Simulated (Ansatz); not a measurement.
**What Ba3PbO (model cell, started as antiperovskite) distorts into**

Which phase does Ba3PbO (model cell, started as antiperovskite) fall into along its unstable mode, and how much energy does it gain?

Program: Ansatz 0.2.0. Level of theory: DFT PBEsol, scalar-relativistic, plane waves, PAW; PAW set soft_1. Results are calculated unless marked as measured.

This is a report of a sequence of runs, with most program output left out.

The structure was built from a prototype and need not be the compound's stable phase.

## 1. Set-up

The structure is cubic, space group Pm-3m (No. 221). Conventional cell: a = 5.414 Å, b = 5.414 Å, c = 5.414 Å, α = 90.00°, β = 90.00°, γ = 90.00°. Nearest to Pb lie 12 Ba at 3.83 Å. O has 6 Ba at 2.71 Å nearest. Ba has 2 O at 2.71 Å nearest. Farther neighbours and most contacts between anions are not listed.

As a file:

```cif
data_structure
_symmetry_space_group_name_H-M 'P 1'
_symmetry_Int_Tables_number 1
_cell_length_a 5.4139
_cell_length_b 5.4139
_cell_length_c 5.4139
_cell_angle_alpha 90.000
_cell_angle_beta 90.000
_cell_angle_gamma 90.000
_cell_volume 158.68
loop_
_atom_site_label
_atom_site_type_symbol
_atom_site_fract_x
_atom_site_fract_y
_atom_site_fract_z
_atom_site_occupancy
Pb1 Pb 0.00000 0.00000 0.00000 1
O2 O 0.50000 0.50000 0.50000 1
Ba3 Ba 0.50000 0.50000 0.00000 1
Ba4 Ba 0.50000 0.00000 0.50000 1
Ba5 Ba 0.00000 0.50000 0.50000 1
```

## 2. Response at finite wavevector

The cell comes from relaxations at this level that are not shown. Stability and thermal properties need the whole zone. Linear response on a 2×2×2 q mesh gives force constants as far as a supercell of that size would.

The input, input.yaml:

```yaml
crystal:
  lattice:
    - [5.4139058655, 0.0, 0.0]
    - [0.0, 5.4139058655, 0.0]
    - [0.0, 0.0, 5.4139058655]
  atoms:
    - { symbol: Pb, position: [0.0, 0.0, 0.0] }
    - { symbol: O, position: [0.5, 0.5, 0.5] }
    - { symbol: Ba, position: [0.5, 0.5, 0.0] }
    - { symbol: Ba, position: [0.5, 0.0, 0.5] }
    - { symbol: Ba, position: [0.0, 0.5, 0.5] }
kpoints:
  mp_grid: { grid: [8, 8, 8] }
hamiltonian:
  xc: pbesol
  pseudopotentials: { kind: paw, azcp: { folder: soft_1 }, xc_functional: pbe }
scf:
  occupations: { method: methfessel_paxton, width: 0.2 }
output:
  eigenvalues: true
phonons:
  method: dfpt
  qmesh: [2, 2, 2]
  temperatures: { t_max: 1000, t_step: 50 }
  qpath:
    path:
      - [[0.0, 0.0, 0.0], [0.0, 0.5, 0.0], [0.5, 0.5, 0.0], [0.0, 0.0, 0.0], [0.5, 0.5, 0.5], [0.0, 0.5, 0.0]]
      - [[0.5, 0.5, 0.5], [0.5, 0.5, 0.0]]
    npoints: 10
```

On the command line:

```sh
ansatz run input.yaml --threads 8 --pin off --max-ram 16384MiB --backend cpu --events-out ev --progress --plain --runs-dir out
```

Wall time 4 min (8 threads of Arm Neoverse V1, shared host); peak memory 2.1 GiB.

This step gave:

* volume per atom: 31.74 Å³
* gap on the k-mesh: 0 eV
* sum-rule residual before enforcement: 5.40e-5 eV/Å²
* lowest frequency on the path: -14.06 cm⁻¹
* point group: m-3m
* highest frequency on the path or at a solved wavevector: 284.2 cm⁻¹
* highest optical mode at the zone centre (no LO-TO term): 155.2 cm⁻¹
* lowest optical zone-centre mode: 41.37 cm⁻¹
* lowest mode on the q mesh (acoustic modes at Γ apart): -14.06 cm⁻¹

Frequencies (cm⁻¹) solved at each irreducible wavevector; negative means imaginary. Frequencies by wavevector, by row:

```
q in reciprocal lattice units  star  mode 1  mode 2  mode 3  mode 4  mode 13  mode 14  mode 15
                        0 0 0     1       0       0       0    41.4    155.2    155.2    155.2
                     0 0 -0.5     3    39.4    39.4      45      45    165.7    165.7    284.2
                  0 -0.5 -0.5     3    17.5    54.6    55.5    55.5      173    274.1    274.1
               -0.5 -0.5 -0.5     1   -14.1   -14.1   -14.1    48.7    281.8    281.8    281.8
```

Interpolated from a 2×2×2 q mesh. Phonon branches along the path, in cm⁻¹:

```
    point  branch 1  branch 2  branch 3  branch 4  branch 12  branch 13  branch 14  branch 15
        Γ         0         0         0        41        107        155        155        155
  halfway        27        27        45        46        108        160        160        229
        X        39        39        45        45        106        166        166        284
  halfway        32        46        49        51        124        169        226        279
        M        18        55        56        56        134        173        274        274
  halfway        27        38        43        52        119        165        228        228
        Γ         0         0         0        41        107        155        155        155
  halfway        30        30        30        53        130        229        229        229
        R       -14       -14       -14        49        155        282        282        282
  halfway        25        32        38        52        137        230        230        278
        X        39        39        45        45        106        166        166        284
jump to R       -14       -14       -14        49        155        282        282        282
  halfway         7        31        31        52        146        234        278        278
        M        18        55        56        56        134        173        274        274
```

Symmetry leaves 4 wavevectors to solve. The lowest mode among them, the acoustic zeros apart, lies at q = (-0.5, -0.5, -0.5) and is imaginary, 14.1i cm⁻¹, so the energy falls along it.

## 3. The mode frozen in, largest atomic shift 0 Å

The mode followed lies at q = (-0.5, -0.5, -0.5) with frequency 14.1i cm⁻¹ and is 3-fold degenerate, the softest among the wavevectors solved. At small amplitude the distorted cell has space group no. 167 by a symmetry search on the positions. The undistorted cell that holds it gives the zero of energy on the same k mesh.

System of this step: Ba3PbO (model cell, started as antiperovskite). It takes space group Pm-3m (No. 221, cubic). Conventional cell: a = 5.414 Å, b = 5.414 Å, c = 5.414 Å, α = 90.00°, β = 90.00°, γ = 90.00°. Nearest to Pb lie 12 Ba at 3.83 Å. O has 6 Ba at 2.71 Å nearest. Nearest to Ba lie 2 O at 2.71 Å. Farther neighbours and most contacts between anions are not listed.

input.yaml, the sections that differ from step 2:

```yaml
crystal:
  lattice:
    - [5.4139058655, 5.4139058655, 0.0]
    - [5.4139058655, 0.0, 5.4139058655]
    - [5.4139058655, 0.0, -5.4139058655]
  atoms:
    - { symbol: Pb, position: [0.0, 0.5, 0.5] }
    - { symbol: Pb, position: [0.0, 0.0, 0.0] }
    - { symbol: O, position: [0.5, 0.25, 0.75] }
    - { symbol: O, position: [0.5, 0.75, 0.25] }
    - { symbol: Ba, position: [0.5, 0.0, 1.0] }
    - { symbol: Ba, position: [0.5, 0.5, 0.5] }
    - { symbol: Ba, position: [0.0, 0.0, 0.5] }
    - { symbol: Ba, position: [0.0, 0.5, 0.0] }
    - { symbol: Ba, position: [0.5, 0.0, 0.5] }
    - { symbol: Ba, position: [0.5, 0.5, 0.0] }
output:
  forces: true
  stress: true
  eigenvalues: true
# kpoints, hamiltonian, scf: as in step 2
# phonons: removed
```

Elapsed: 7.5 s, on 8 threads; peak memory 1.4 GiB.

This step gave:

- pressure: 0.008533 GPa
- energy from the undistorted cell: 0 meV/atom

The run ends at a pressure of 0.01 GPa.

## 4. The mode frozen in, largest atomic shift 0.14 Å

The atoms are moved along the unstable eigenvector, the largest shift by 0.14 Å, with the cell fixed.

The input, input.yaml:

```yaml
crystal:
  lattice:
    - [5.4139058655, 5.4139058655, 0.0]
    - [5.4139058655, 0.0, 5.4139058655]
    - [5.4139058655, 0.0, -5.4139058655]
  atoms:
    - { symbol: Pb, position: [0.0, 0.5, 0.5] }
    - { symbol: Pb, position: [0.0, 0.0, 0.0] }
    - { symbol: O, position: [0.5, 0.25, 0.75] }
    - { symbol: O, position: [0.5, 0.75, 0.25] }
    - { symbol: Ba, position: [0.5182853104, 0.0, 1.0] }
    - { symbol: Ba, position: [0.4817146896, 0.5, 0.5] }
    - { symbol: Ba, position: [0.0, 0.0182853104, 0.5] }
    - { symbol: Ba, position: [0.0, 0.4817146896, 0.0] }
    - { symbol: Ba, position: [0.5182853104, -0.0182853104, 0.5] }
    - { symbol: Ba, position: [0.4817146896, 0.5182853104, 0.0] }
kpoints:
  mp_grid: { grid: [8, 8, 8] }
hamiltonian:
  xc: pbesol
  pseudopotentials: { kind: paw, azcp: { folder: soft_1 }, xc_functional: pbe }
scf:
  occupations: { method: methfessel_paxton, width: 0.2 }
output:
  forces: true
  stress: true
  eigenvalues: true
  write_density: true
  write_potential: true
  elf: true
  volumetric_format: npy
```

Wall time 21 s (8 threads); peak memory 1.8 GiB.

This step gave:

```
pressure                         : 0.009280 GPa
energy from the undistorted cell : -0.345 meV/atom
```

The energy, extrapolated to zero smearing, is -0.34 meV/atom against the undistorted cell.

The run ends at a pressure of 0.01 GPa, with forces up to 0.0030 eV/Å.

## 5. Energy along the mode, all amplitudes (two of the runs are shown above)

An imaginary frequency means negative curvature, so the energy should fall and then rise again as anharmonic terms take over.

Numbers from this step:

* depth at the lowest point sampled: 0.345 meV/atom
* largest atomic shift at that point: 0.14 Å

Table of energy from the parent by largest atomic shift:

```
largest atomic shift (Å)  energy from the parent (meV/atom)
                   0.000                                  0
                   0.040                             -0.049
                   0.080                             -0.172
                   0.140                             -0.345
                   0.220                              0.064
                   0.320                               3.56
                   0.450                               18.9
```

Displacement at unit largest shift by atom:

```
atom   x (Å)   y (Å)   z (Å)   size
 Pb1   0.000   0.000   0.000  0.000
 Pb2   0.000   0.000   0.000  0.000
  O3   0.000   0.000   0.000  0.000
  O4   0.000   0.000   0.000  0.000
 Ba5   0.707   0.707   0.000  1.000
 Ba6  -0.707  -0.707   0.000  1.000
 Ba7   0.707   0.000   0.707  1.000
 Ba8  -0.707   0.000  -0.707  1.000
 Ba9   0.000   0.707  -0.707  1.000
Ba10   0.000  -0.707   0.707  1.000
```

The lowest of the steps tried is at 0.14 Å, 0.345 meV/atom below the parent; the bottom of the well need not coincide with a step.

## 6. Relaxation from the frozen mode

Starting from the lowest point found, all atoms and the cell are let go, so that strain and other modes of the same symmetry can join in.

input.yaml: that of step 4 with these lines changed.

```diff
@@ -27,5 +27,6 @@
   eigenvalues: true
-  write_density: true
-  write_potential: true
-  elf: true
-  volumetric_format: npy
+relax:
+  adjacent_minimum: "off"
+  f_tol: 0.002
+  max_steps: 120
+  cell: { stress_tol: 0.03 }
```

Elapsed: 97 s, on 8 threads; peak memory 1.8 GiB; 13 min of CPU time.

Step by step:

```
step  energy less that of the first step (eV)  largest force component (eV/Å)  pressure (GPa)  volume (Å³)
   1                                   0.0000                          0.0021            0.01       317.37
   2                                   0.0000                          0.0022           -0.01       317.48
   3                                  -0.0001                          0.0019            0.00       317.45
   4                                   0.0001                          0.0012           -0.05       317.87
   5                                  -0.0002                          0.0004            0.00       317.45
   6                                  -0.0002                          0.0001            0.00       317.46
  7*                                  -0.0002                          0.0001            0.00       317.46
```

Relaxation steps marked * repeat the geometry before them on a plane-wave basis chosen anew for their cell, so energy and pressure can jump there.

The run keeps the 12 symmetry operations that it works with, so distortions that break them were not tested.

```
conventional cell, symmetrised  before   after  change
                         a (Å)   7.656   7.661  +0.1 %
                         b (Å)   7.656   7.661  +0.1 %
                         c (Å)  18.754  18.738  -0.1 %
              volume (Å³/atom)   31.74   31.75  +0.0 %
```

The atoms that moved most (Å, as changes of fractional coordinates times the final cell):

```
atom      dx      dy      dz  length
 Ba5   0.012   0.012   0.000   0.018
 Ba9   0.000   0.012  -0.012   0.018
 Ba7   0.012   0.000   0.012   0.018
Ba10   0.000  -0.012   0.012   0.018
 Ba6  -0.012  -0.012   0.000   0.018
 Ba8  -0.012   0.000  -0.012   0.018
```

Final coordinates:

```cif
data_structure
_symmetry_space_group_name_H-M 'P 1'
_symmetry_Int_Tables_number 1
_cell_length_a 7.6608
_cell_length_b 7.6608
_cell_length_c 7.6536
_cell_angle_alpha 90.000
_cell_angle_beta 59.969
_cell_angle_gamma 60.000
_cell_volume 317.46
loop_
_atom_site_label
_atom_site_type_symbol
_atom_site_fract_x
_atom_site_fract_y
_atom_site_fract_z
_atom_site_occupancy
Pb1 Pb 0.00000 0.50000 0.50000 1
Pb2 Pb 0.00000 0.00000 0.00000 1
O3 O 0.50000 0.25000 0.75000 1
O4 O 0.50000 0.75000 0.25000 1
Ba5 Ba 0.52057 0.00000 0.00000 1
Ba6 Ba 0.47943 0.50000 0.50000 1
Ba7 Ba 0.00000 0.02057 0.50000 1
Ba8 Ba 0.00000 0.47943 0.00000 1
Ba9 Ba 0.52057 0.97943 0.50000 1
Ba10 Ba 0.47943 0.52057 0.00000 1
```

This step gave:

```
pressure        : -0.001625 GPa
volume per atom : 31.75 Å³
```

The distorted start has space group R-3c; the relaxation ends in R-3c.

## 7. The new phase in its own primitive cell

The relaxed structure is symmetrised, reduced to its primitive cell and relaxed tightly, as its phonons need.

The input, input.yaml:

```yaml
crystal:
  lattice:
    - [3.8304085386, 2.2114874009, 6.2461463227]
    - [-3.8304085386, 2.2114874009, 6.2461463227]
    - [0.0, -4.4229748017, 6.2461463227]
  atoms:
    - { symbol: Pb, position: [0.25, 0.25, 0.25] }
    - { symbol: Pb, position: [0.75, 0.75, 0.75] }
    - { symbol: O, position: [0.5, 0.5, 0.5] }
    - { symbol: O, position: [0.0, 0.0, 0.0] }
    - { symbol: Ba, position: [0.2705725732, 0.75, 0.2294274268] }
    - { symbol: Ba, position: [0.7294274268, 0.25, 0.7705725732] }
    - { symbol: Ba, position: [0.7705725732, 0.7294274268, 0.25] }
    - { symbol: Ba, position: [0.2294274268, 0.2705725732, 0.75] }
    - { symbol: Ba, position: [0.25, 0.7705725732, 0.7294274268] }
    - { symbol: Ba, position: [0.75, 0.2294274268, 0.2705725732] }
kpoints:
  mp_grid: { grid: [6, 6, 6] }
hamiltonian:
  xc: pbesol
  pseudopotentials: { kind: paw, azcp: { folder: soft_1 }, xc_functional: pbe }
scf:
  occupations: { method: methfessel_paxton, width: 0.2 }
output:
  forces: true
  stress: true
  eigenvalues: true
relax:
  adjacent_minimum: "off"
  f_tol: 0.001
  max_steps: 60
  cell: { stress_tol: 0.01 }
```

The job ended after 17 s (8 threads; peak memory 1.5 GiB; 2.1 min of CPU time).

Little changed from the start: no atom moved by 0.005 Å and no cell edge by 0.1 %.

This step gave:

| Property | Result |
| --- | --- |
| pressure | 0.001690 GPa |

The largest force component left is 0.23 meV/Å and the pressure is 0.002 GPa, within the tolerances set. The cell now holds 31.75 Å³/atom.

## 8. Modes of the new phase, k-mesh 6×6×6

A relaxed structure may still be a saddle point, so its zone-centre modes are computed. No field response is asked, since the mesh shows no gap.

input.yaml: that of step 7 with these lines changed.

```diff
@@ -24,9 +24,4 @@
 output:
-  forces: true
-  stress: true
   eigenvalues: true
-relax:
-  adjacent_minimum: "off"
-  f_tol: 0.001
-  max_steps: 60
-  cell: { stress_tol: 0.01 }
+phonons:
+  method: dfpt
```

The job ended after 7.2 min (8 threads; peak memory 7.8 GiB; 56 min of CPU time).

Numbers from this step:

| Property | Result |
| --- | --- |
| sum-rule residual before enforcement | 2.53e-5 eV/Å² |
| point group | -3m |
| highest optical mode at the zone centre (no LO-TO term) | 279.2 cm⁻¹ |
| lowest optical zone-centre mode | 2.6 cm⁻¹ |

Patterns of degenerate modes are one choice out of their space. The modes at Γ (shares of kinetic energy by element, %):

```
mode  frequency (cm⁻¹)      symmetry  Pb %  O %  Ba %
   1               0.0      acoustic    33    3    65
   2               0.0      acoustic    33    3    65
   3               0.0      acoustic    33    3    65
   4               2.6            Eg     0    0   100
   5               2.6            Eg     0    0   100
   6              20.6           A1g     0    0   100
   7              42.5            Eu     1    0    99
   8              42.5            Eu     1    0    99
   9              49.0           A1u     0    0   100
  10              49.9           A2g    99    0     1
  11              52.3            Eg    67    0    33
  12              52.3            Eg    67    0    33
  13              53.2            Eg    32    0    68
  14              53.2            Eg    32    0    68
  15              53.6           A2u    67    0    33
  16              57.1            Eu    66    0    34
  17              57.1            Eu    66    0    34
  18              96.7           A2g     1    0    99
  19              99.0            Eg     1    0    99
  20              99.0            Eg     1    0    99
  21             105.3           A2u     0    2    98
  22             106.8            Eu     0    2    97
  23             106.8            Eu     0    2    97
  24             153.5           A2g     0    0   100
  25             153.9  not assigned     0   95     5
  26             153.9  not assigned     0   95     5
  27             153.9  not assigned     0   95     5
  28             278.6           A1u     0  100     0
  29             279.2            Eu     0  100     0
  30             279.2            Eu     0  100     0
```

Displacements in mode 6 (20.6 cm⁻¹), the largest set to 1:
```
Pb1  0.00  0.00  0.00
Pb2  0.00  0.00  0.00
O3   0.00  0.00  0.00
O4   0.00  0.00  0.00
Ba5 -0.50 -0.87  0.00
Ba6  0.50  0.87  0.00
Ba7 -1.00  0.00  0.00
Ba8  1.00  0.00  0.00
Ba9  0.50 -0.87  0.00
Ba10-0.50  0.87  0.00
```

Displacements in mode 22 (106.8 cm⁻¹), the largest set to 1:
```
Pb1  0.00  0.10  0.00
Pb2  0.00  0.10  0.00
O3  -0.10 -0.77  0.00
O4   0.12 -0.77  0.00
Ba5 -0.63 -0.38 -0.51
Ba6 -0.63 -0.38 -0.51
Ba7  0.01  0.70  1.00
Ba8  0.01  0.70  1.00
Ba9  0.62 -0.39 -0.49
Ba10 0.62 -0.39 -0.49
```

Before it was imposed, the acoustic sum rule was missed by 2.5e-5 eV/Å². Small misses are needed for a sound result but don't prove that mesh and cutoff are converged. The lowest optical mode is real, 2.6 cm⁻¹.

## 9. Outcome

```yaml
unstable_mode_of_the_parent: q = (-0.5, -0.5, -0.5), 14i cm⁻¹
depth_at_the_lowest_point_sampled: 0.345 meV/atom
largest_atomic_shift_at_that_point: 0.14 Å
space_group_reached_within_0p01_a: R-3c
energy_gained_over_the_parent_first_relaxation_on_the_mesh_of_the_frozen_mode: 0.355 meV/atom
volume_per_atom_phase_reached: 31.7 Å³
lowest_optical_zone_centre_mode_phase_reached: 2.6 cm⁻¹
highest_optical_mode_at_the_zone_centre_no_lo_to_term_phase_reached: 279 cm⁻¹
```

What this shows: Along this mode the structure falls into R-3c, 0.355 meV/atom below the parent. At the parent's cell the well is 0.345 meV/atom deep on the steps tried, with its lowest point at a shift of 0.14 Å. Relaxing atoms and cell changes the gain by +0.01 meV/atom against the lowest step (energies at zero smearing). The new phase has no imaginary mode at the zone centre of its cell; other wavevectors were not checked. How so shallow a well moves with the k mesh was not tested. Each path keeps the symmetry of its pattern, so a lower phase may lie along a pattern not tried. With no gap, or one that is small against the smearing, the frequencies hang on the k mesh and the smearing, most of all near Kohn anomalies. An optical mode within 15 cm⁻¹ of zero is at the mercy of small errors in the force constants, and even its sign is uncertain. Spin-orbit coupling is left out, which can matter for the heavy elements here. The PAW files were made for PBE and serve the other functionals too. The starting cell was built on a prototype and not taken from a measurement, so the phase need not exist.

[Logs are printed without paths, hosts, clocks, repeated set-up lines and the standing remarks that a program may print on its own settings, such as how far it seeks lower states.]

[Hosts, paths, dates, database ids (printed as entryN), source tags and the programs' standing remarks are cut or masked in the printed files.]
